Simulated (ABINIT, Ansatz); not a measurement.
# CsCaF3 (Pm-3m): one start, several treatments of the self-energy

Wanted: the gap of CsCaF3 (Pm-3m) under several approximations, with cost.

Method: LDA and many-body steps on it, plane waves, in ABINIT 10.8.3.

Report form: the programs' logs are mostly left out.

### Step 1. The starting structure

It takes space group Pm-3m (No. 221, cubic). Conventional cell: a = 4.521 Å, b = 4.521 Å, c = 4.521 Å, α = 90.00°, β = 90.00°, γ = 90.00°. Cs has 12 F at 3.20 Å nearest. Nearest to Ca lie 6 F at 2.26 Å. F has 2 Ca at 2.26 Å and 4 Cs at 3.20 Å nearest. Farther neighbours and most contacts between anions are not listed.

As a file:

```cif
data_structure
_symmetry_space_group_name_H-M 'Pm-3m'
_symmetry_Int_Tables_number 221
_cell_length_a 4.5205
_cell_length_b 4.5205
_cell_length_c 4.5205
_cell_angle_alpha 90.000
_cell_angle_beta 90.000
_cell_angle_gamma 90.000
_cell_volume 92.38
loop_
_atom_site_label
_atom_site_type_symbol
_atom_site_symmetry_multiplicity
_atom_site_Wyckoff_symbol
_atom_site_fract_x
_atom_site_fract_y
_atom_site_fract_z
_atom_site_occupancy
Cs1 Cs 1 a 0.00000 0.00000 0.00000 1
Ca1 Ca 1 b 0.50000 0.50000 0.50000 1
F1 F 3 c 0.00000 0.50000 0.50000 1
```

The cell and positions are those that the Materials Project relaxed with its own functionals (PBE, PBE+U or r2SCAN), kept fixed. Spin-orbit coupling is left out unless a step names it.

### Step 2. Empty states on the mesh, 2×2×2 mesh, 186 bands

This step: ABINIT 10.8.3; DFT, LDA, plane waves, norm-conserving pseudopotentials.

The sums over transitions need many empty states on a uniform mesh; this step solves for them.

The input, run.abi:

```
acell 3*1.0 Angstrom
rprim 
  4.520531030000 0.000000000000 0.000000000000
  0.000000000000 4.520531030000 0.000000000000
  0.000000000000 0.000000000000 4.520531030000
ntypat 3
znucl 55 20 9
natom 5
typat 1 2 3 3 3
xred 
  0.000000000000 0.000000000000 0.000000000000
  0.500000000000 0.500000000000 0.500000000000
  0.000000000000 0.500000000000 0.500000000000
  0.500000000000 0.000000000000 0.500000000000
  0.500000000000 0.500000000000 0.000000000000
pp_dirpath "pseudos"
pseudos "Cs.upf, Ca.upf, F.upf"
ecut 36
ngkpt 2 2 2
nshiftk 1
shiftk 0 0 0
kptopt 1
chksymbreak 0
iscf -2
irdden 1
istwfk *1
nband 186
nbdbuf 16
tolwfr 1e-09
nstep 60
prtvol 0
indata_prefix "in"
outdata_prefix "out"
tmpdata_prefix "tmp"
```

The run is started by

```sh
$ OMP_NUM_THREADS=1 mpirun -n 4 abinit run.abi > log
```

It took 57 s on 4 MPI ranks of Arm Neoverse V1, shared host; peak memory 0.43 GiB; 3.8 min of CPU time.

Numbers from this step:

| Quantity | Value |
| --- | --- |
| gap | 6.840 eV |
| k of the valence top | 0.5, 0.5, 0.5 |
| k of the conduction bottom | 0, 0, 0 |
| least direct gap | 6.864 eV |
| k points computed | 4 |
| lowest point of the top converged band, above the valence top | 74.0585 eV |

On this mesh the gap is 6.840 eV.

The density comes from a self-consistent run that is not shown.

### Step 3. Screening, 2×2×2 mesh, 81 bands, screening to 114.3 eV

The RPA dielectric matrix is built and inverted for each q.

This step: RPA screening on LDA, plane waves, norm-conserving pseudopotentials.

Changes to run.abi since step 2:

```diff
@@ -23,10 +23,11 @@
 chksymbreak 0
-iscf -2
-irdden 1
 istwfk *1
-nband 186
-nbdbuf 16
-tolwfr 1e-09
-nstep 60
-prtvol 0
+occopt 1
+irdwfk 1
+optdriver 3
+nband 81
+ecuteps 4.2
+inclvkb 2
+awtr 1
+symchi 1
 indata_prefix "in"
```

Wall time 13 s (4 MPI ranks); peak memory 0.92 GiB; 50 s of CPU time.

This step gave:

| Item | Value |
| --- | --- |
| ε∞ with local fields, on this mesh, along the program's q direction | 2.385 |
| the same without local fields | 2.639 |
| plasma frequency | 24.43 eV |
| plane waves in the screening matrix | 251 |

Local fields lower ε∞ by 10 %. On a Γ-centred mesh this coarse the value itself is usually too large, while a short band sum pulls it down.

### Step 4. G0W0, Godby-Needs plasmon pole

The self-energy is evaluated for the states that the input lists, and the levels follow from it, in one-shot runs by the linearised quasiparticle equation.

This step: G0W0 on LDA, plane waves, norm-conserving pseudopotentials.

Changes to run.abi since step 3:

```diff
@@ -26,8 +26,17 @@
 irdwfk 1
-optdriver 3
+optdriver 4
 nband 81
+gwcalctyp 0
+ecutsigx 36
+symsigma 1
+nkptgw 2
+kptgw 
+  0.5000000000 0.5000000000 0.5000000000
+  0.0000000000 0.0000000000 0.0000000000
+bdgw 
+  18 23
+  18 23
 ecuteps 4.2
-inclvkb 2
-awtr 1
-symchi 1
+irdscr 1
+ppmodel 1
 indata_prefix "in"
```

Run time: 7.5 s. Hardware: 4 MPI ranks; peak memory 0.78 GiB.

This step gave:

```
G0W0 gap on the points computed              : 10.38 eV
starting gap on the mesh                     : 6.840 eV
k of the valence top                         : 0.5, 0.5, 0.5
k of the conduction bottom                   : 0, 0, 0
Z at the valence top                         : 0.794
Z at the conduction bottom                   : 0.883
least direct G0W0 gap on the computed points : 10.39 eV
```

The gap on the mesh goes from 6.84 eV to 10.38 eV, a correction of +3.53 eV.

### Step 5. G0W0, Engel-Farid plasmon pole

Changes to run.abi since step 4:

```diff
@@ -40,3 +40,3 @@
 irdscr 1
-ppmodel 1
+ppmodel 4
 indata_prefix "in"
```

The job ended after 5.6 s (4 MPI ranks; peak memory 0.22 GiB).

This step gave:

```yaml
g0w0_gap_on_the_points_computed: 10.37 eV
starting_gap_on_the_mesh: 6.840 eV
k_of_the_valence_top: 0.5, 0.5, 0.5
k_of_the_conduction_bottom: 0, 0, 0
z_at_the_valence_top: 0.817
z_at_the_conduction_bottom: 0.894
least_direct_g0w0_gap_on_the_computed_points: 10.38 eV
```

Against G0W0 in ABINIT (2×2×2 mesh, 81 bands, screening to 114.3 eV, Godby-Needs plasmon pole), the gap moves by −0.008 eV.

### Step 6. G0W0, Hybertsen-Louie plasmon pole

Changes to run.abi since step 5:

```diff
@@ -40,3 +40,3 @@
 irdscr 1
-ppmodel 4
+ppmodel 2
 indata_prefix "in"
```

Wall time 7.4 s (4 MPI ranks); peak memory 0.77 GiB.

This step gave:

```
G0W0 gap on the points computed              : 11.14 eV
starting gap on the mesh                     : 6.840 eV
k of the valence top                         : 0, 0, 0
k of the conduction bottom                   : 0, 0, 0
least direct G0W0 gap on the computed points : 11.14 eV
```

Against G0W0 in ABINIT (2×2×2 mesh, 81 bands, screening to 114.3 eV, Godby-Needs plasmon pole), the gap moves by +0.765 eV.

### Step 7. One-shot Hartree-Fock

This step: one-shot Hartree-Fock on LDA, plane waves, norm-conserving pseudopotentials.

Changes to run.abi since step 6:

```diff
@@ -27,4 +27,4 @@
 optdriver 4
-nband 81
-gwcalctyp 0
+nband 24
+gwcalctyp 5
 ecutsigx 36
@@ -38,5 +38,4 @@
   18 23
-ecuteps 4.2
-irdscr 1
-ppmodel 2
+ixc_sigma 40
+fftgw 31
 indata_prefix "in"
```

The job ended after 4.2 s (4 MPI ranks; peak memory 0.21 GiB).

This step gave:

```
quasiparticle gap on the points computed              : 19.14 eV
starting gap on the mesh                              : 6.840 eV
k of the valence top                                  : 0, 0, 0
k of the conduction bottom                            : 0, 0, 0
least direct quasiparticle gap on the computed points : 19.14 eV
```

Against G0W0 in ABINIT (2×2×2 mesh, 81 bands, screening to 114.3 eV, Godby-Needs plasmon pole), the gap moves by +8.762 eV.

### Step 8. Screening, 2×2×2 mesh, 81 bands, screening to 114.3 eV

This step: RPA screening on LDA, plane waves, norm-conserving pseudopotentials.

Changes to run.abi since step 7:

```diff
@@ -26,16 +26,14 @@
 irdwfk 1
-optdriver 4
-nband 24
-gwcalctyp 5
-ecutsigx 36
-symsigma 1
-nkptgw 2
-kptgw 
-  0.5000000000 0.5000000000 0.5000000000
-  0.0000000000 0.0000000000 0.0000000000
-bdgw 
-  18 23
-  18 23
-ixc_sigma 40
-fftgw 31
+optdriver 3
+nband 81
+ecuteps 4.2
+inclvkb 2
+awtr 1
+symchi 1
+gwcalctyp 2
+nfreqre 16
+freqremax 40 eV
+nfreqim 8
+spmeth 1
+nomegasf 120
 indata_prefix "in"
```

The job ended after 16 s (4 MPI ranks; peak memory 1.3 GiB).

Numbers from this step:

* ε∞ with local fields, on this mesh, along the program's q direction: 2.401
* the same without local fields: 2.656
* plasma frequency: 24.43 eV
* plane waves in the screening matrix: 251

### Step 9. G0W0, contour deformation

This step: G0W0 on LDA, plane waves, norm-conserving pseudopotentials.

Changes to run.abi since step 8:

```diff
@@ -26,14 +26,16 @@
 irdwfk 1
-optdriver 3
+optdriver 4
 nband 81
+gwcalctyp 2
+ecutsigx 36
+symsigma 1
+nkptgw 2
+kptgw 
+  0.5000000000 0.5000000000 0.5000000000
+  0.0000000000 0.0000000000 0.0000000000
+bdgw 
+  18 23
+  18 23
 ecuteps 4.2
-inclvkb 2
-awtr 1
-symchi 1
-gwcalctyp 2
-nfreqre 16
-freqremax 40 eV
-nfreqim 8
-spmeth 1
-nomegasf 120
+irdscr 1
 indata_prefix "in"
```

Wall time 6.2 s (4 MPI ranks); peak memory 0.89 GiB; 24 s of CPU time.

Numbers from this step:

* G0W0 gap on the points computed: 10.33 eV
* starting gap on the mesh: 6.840 eV
* k of the valence top: 0.5, 0.5, 0.5
* k of the conduction bottom: 0, 0, 0
* least direct G0W0 gap on the computed points: 10.34 eV

Against G0W0 in ABINIT (2×2×2 mesh, 81 bands, screening to 114.3 eV, Godby-Needs plasmon pole), the gap moves by −0.049 eV.

### Step 10. Side by side

Times are wall times on 4 MPI ranks of Arm Neoverse V1, shared host, good to a factor of about two. A run's time includes the screening step that it read.

| run | mesh | bands | screening cutoff (eV) | DFT gap (eV) | gap on the mesh (eV) | direct (eV) | ε∞ used | time |
| --- | --- | --- | --- | --- | --- | --- | --- | --- |
| G0W0, Godby-Needs plasmon pole | 2×2×2 | 81 | 114.3 | 6.840 | 10.375 | 10.389 | 2.39 | 20 s |
| G0W0, Engel-Farid plasmon pole | 2×2×2 | 81 | 114.3 | 6.840 | 10.367 | 10.381 | 2.39 | 18 s |
| G0W0, Hybertsen-Louie plasmon pole | 2×2×2 | 81 | 114.3 | 6.840 | 11.140 | 11.140 | 2.39 | 20 s |
| one-shot Hartree-Fock | 2×2×2 | - | - | 6.840 | 19.137 | 19.137 | - | 4.2 s |
| G0W0, contour deformation | 2×2×2 | 81 | 114.3 | 6.840 | 10.326 | 10.343 | 2.40 | 22 s |

### Step 11. Outcome

* G0W0, Godby-Needs plasmon pole: 10.375 eV
* G0W0, Engel-Farid plasmon pole: 10.367 eV
* G0W0, Hybertsen-Louie plasmon pole: 11.140 eV
* one-shot Hartree-Fock: 19.137 eV
* G0W0, contour deformation: 10.326 eV
* known limits: not at the basis limit; no spin-orbit coupling; coarse k mesh

What this shows: G0W0, Engel-Farid plasmon pole: −0.008 eV against G0W0, Godby-Needs plasmon pole. G0W0, Hybertsen-Louie plasmon pole: +0.765 eV against G0W0, Godby-Needs plasmon pole. One-shot Hartree-Fock: +8.762 eV against G0W0, Godby-Needs plasmon pole. G0W0, contour deformation: −0.049 eV against G0W0, Godby-Needs plasmon pole. Bare exchange alone opens the gap to 19.14 eV; against G0W0, correlation takes back 8.76 eV. Bands and cutoff are finite, so the gap is not at the basis limit. The miss can reach some tenths of an eV and take either sign; the mesh is an error of its own. In the G0W0 runs levels were corrected at 2 k points alone, so a gap called «on the mesh» is the least over those, and an edge elsewhere would be missed. The 2×2×2 mesh is coarse for this cell, which bears on the long-range parts of exchange and screening. This is the ideal cubic cell; many perovskites, halides above all, are cubic only on average, and local tilts or off-centring can widen the gap. The many-body steps are scalar-relativistic: spin-orbit coupling is not in them.

[Paths, hosts, dates, memory and timing lines, banners, echoed tables and standing remarks are left out of the program output.]

[Logs are printed without paths, hosts, clocks, repeated set-up lines and the standing remarks that a program may print on its own settings, such as how far it seeks lower states.]

[Runs of the session that timed out or met a known fault of the program may be left out.]

[Hosts, paths, dates, database ids (printed as entryN), source tags and the programs' standing remarks are cut or masked in the printed files.]

[G0W0 gaps are taken among the corrected bands and points alone; a level outside them can change the order at an edge.]

[Where Ansatz stands beside ABINIT at settings called matched, ABINIT's density can come from a denser mesh and the files from another edition; pairs whose starting gaps differed by over 0.03 eV were left out, so agreement reads better than it is.]
